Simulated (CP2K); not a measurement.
Two runs for the N K edge of 1,3,4-thiadiazole. Run A: CP2K XAS_TDP, all-electron GAPW, PBEh(45%), aug-cc-pVDZ, TDA, no relativity. Run B differs in one setting.

First lines with a strength over 0.0015. A:

| atom | energy (eV) | states | strength, one atom |
| --- | --- | --- | --- |
| N2 (bonded to C and N), 2 alike | 395.64 | 1 | 0.0533 |
|  | 398.43 | 1 | 0.0036 |
|  | 399.44 | 1 | 0.0135 |
|  | 400.87 | 1 | 0.0092 |
|  | 401.54 | 1 | 0.0027 |

B:

| atom | energy (eV) | states | strength, one atom |
| --- | --- | --- | --- |
| N2 (bonded to C and N), 2 alike | 400.42 | 1 | 0.0527 |
|  | 403.21 | 1 | 0.0035 |
|  | 404.22 | 1 | 0.0133 |
|  | 405.65 | 1 | 0.0091 |
|  | 406.32 | 1 | 0.0026 |

**Question.** Which was it: scalar relativity switched on, the functional, GW2X switched on, the basis?

GW2X switched on. GW2X shifts an atom's lines together and keeps their spacings. Against PBEh(45%) in aug-cc-pVDZ, the leading line moves by +4.78 eV, to 400.42 eV.

[Hosts, paths, dates, database ids (printed as entryN), source tags and the programs' standing remarks are cut or masked in the printed files.]
